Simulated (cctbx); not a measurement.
## Lattice, Laue class and space group of a new crystal

Cell: a = 7.2450 Å, b = 4.3370 Å, c = 8.4890 Å, α = 90.00°, β = 90.00°, γ = 90.00°. Expected content of the cell: Tl4 Ho4 Co4.

The data are simulated with cctbx, not measured: Ag Kα, λ = 0.56087 Å, to d = 0.7 Å, 95 % of the full sphere, strongest reflection 70000 counts, noise from counting, a 2 % proportional error and a noise floor of 15 counts (s.d.); no absorption.

Tests on the unmerged data give:

```text
3099 reflections to d = 0.700 A
centring   violations  <I/sigma> of those
    A       1185 of  1550     20.1
    B       1222 of  1571     20.8
    C       1289 of  1555     22.0
    I       1225 of  1549     21.0
    R       1690 of  2064     21.8
    F       1848 of  2338     21.0
Laue class    unique    Rint  (classes that these axes allow; Friedel mates merged)
P -1             1624   0.017
P 1 2/m 1         914   0.020
P 1 1 2/m         870   0.020
P 2/m 1 1         878   0.019
P m m m           518   0.021
space group    extra absences  I>4sigma  <I/sigma>
P 2 2 2                 0          0         -  acentric
P 2 2 21               12          0       0.5  acentric
P 21 2 2                9          0      -0.3  acentric
P 2 21 2                6          0      -0.2  acentric
P 21 21 2              15          0      -0.2  acentric
P 2 21 21              18          0       0.2  acentric
P 21 2 21              21          0       0.1  acentric
P 21 21 21             27          0       0.1  acentric
P m m 2                 0          0         -  acentric
P 2 m m                 0          0         -  acentric
P m 2 m                 0          0         -  acentric
P 21 m a               97          0       0.2  acentric
P m 2 a                97          0       0.2  acentric
P n m 21              120          0       0.1  acentric
P n 21 m              120          0       0.1  acentric
P n 21 a              217          0       0.1  acentric
P m m m                 0          0         -  centric
P m m a                97          0       0.2  centric
P n m m :1            120          0       0.1  centric
P n m m :2            120          0       0.1  centric
P n m a               217          0       0.1  centric
Wilson B = 1.23 A^2   <|E^2-1|> = 0.829 (0.968 centric, 0.736 acentric)   E^2>4: 1.7 %
shell (A)         n   <I/sigma>
 8.49 - 1.40     78     52.5
 1.40 - 1.11     68     56.9
 1.11 - 0.97     69     50.1
 0.97 - 0.88     59     54.4
 0.88 - 0.82     63     44.3
 0.82 - 0.77     64     43.1
 0.77 - 0.73     55     43.4
 0.73 - 0.70     62     34.6
```

Q: Read the symmetry from these tables.

Every centring test has many violations, so the lattice is primitive.

Rint stays low (0.017 to 0.021) up to P m m m, the highest class in these axes.

21 settings pass the absence test. The most absences obeyed, 217, belong to P n 21 a and P n m a, which absences can't tell apart.

⟨|E²−1|⟩ = 0.829 lies between the two ideal values. The Wilson B of 1.23 Å² means U ≈ 0.0156 Å².

The true group is Pnma (no. 62), Laue class mmm, centrosymmetric. The tables only narrow the choice to the tied entries; cell content, site symmetry and trial solutions must settle it.

The model was made for the exercise: a known structure type with other elements put in, its volume estimated, not relaxed; displacement parameters are assumed.

[Logs are printed without paths, hosts, clocks, repeated set-up lines and the standing remarks that a program may print on its own settings, such as how far it seeks lower states.]
